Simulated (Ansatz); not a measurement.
In doubt: masses and optical values from hybrid runs of this build are listed as unsure, which bears on the screening that GW takes from such a start; one-shot GW on d or f shells is unsure, so the values of those runs are not to be relied on.

Two G0W0 runs on Ag3AuSe2 (I4_132).

```
Ag Se Au
1.0
    -4.97500    4.97500    4.97500
     4.97500   -4.97500    4.97500
     4.97500    4.97500   -4.97500
Ag Se Au
12 8 4
Cartesian
  3.6886 0.0000 2.4875
  2.4875 1.2011 4.9750
  1.2864 0.0000 7.4625
  -2.4875 3.7739 4.9750
  2.4875 3.6886 0.0000
  4.9750 2.4875 1.2011
  7.4625 1.2864 0.0000
  4.9750 -2.4875 3.7739
  3.7739 4.9750 -2.4875
  0.0000 2.4875 3.6886
  1.2011 4.9750 2.4875
  0.0000 7.4625 1.2864
  2.6756 2.6756 2.6756
  -0.1881 0.1881 5.1631
  2.2994 7.2744 -2.2994
  5.1631 -0.1881 0.1881
  -2.2994 2.2994 7.2744
  4.7869 4.7869 4.7869
  7.2744 -2.2994 2.2994
  0.1881 5.1631 -0.1881
  1.2437 1.2437 1.2437
  1.2437 -1.2437 3.7312
  -1.2437 3.7312 1.2437
  3.7312 1.2437 -1.2437
```

Geometry: measured cell, ions relaxed with r2SCAN. The runs that relaxed it are not among those shown. Spin-orbit coupling is left out unless a run names it.

The first (Ansatz 0.2.0; start HSE06, 2×2×2 mesh, 1470 empty bands, screening to 120 eV, hard PAW files; 1 × NVIDIA GB200 (shared by 2 runs) with 16 threads of Arm Neoverse V2, shared host) gave, on its mesh: starting gap 0.95 eV, G0W0 gap 0.87 eV, RPA ε∞ (mean) 13.57, 2.8 min.

The second gave: starting gap 1.61 eV, G0W0 gap 1.05 eV, RPA ε∞ (mean) 10.31, 2.8 min.

Q: What was changed in the input? Choose among start, files, mesh, bands and cutoff, frequency model or another key.

Changed: start from HSE06 to PBE0. A jump of this size in the start, with ε∞ moving the other way, marks another functional. Other changes could give like numbers; this is the one that was made.

Limits: not at the basis limit; d shell near the gap, gap tends to lie low; no spin-orbit coupling; coarse k mesh.

[Paths, hosts, dates, memory and timing lines, banners, echoed tables and standing remarks are left out of the program output.]

[Logs are printed without paths, hosts, clocks, repeated set-up lines and the standing remarks that a program may print on its own settings, such as how far it seeks lower states.]

[Runs of the session that timed out or met a known fault of the program may be left out.]

[Cells called generated may have been cut or substituted from an entry of the Crystallography Open Database or the Materials Project.]

[Hosts, paths, dates, database ids (printed as entryN), source tags and the programs' standing remarks are cut or masked in the printed files.]
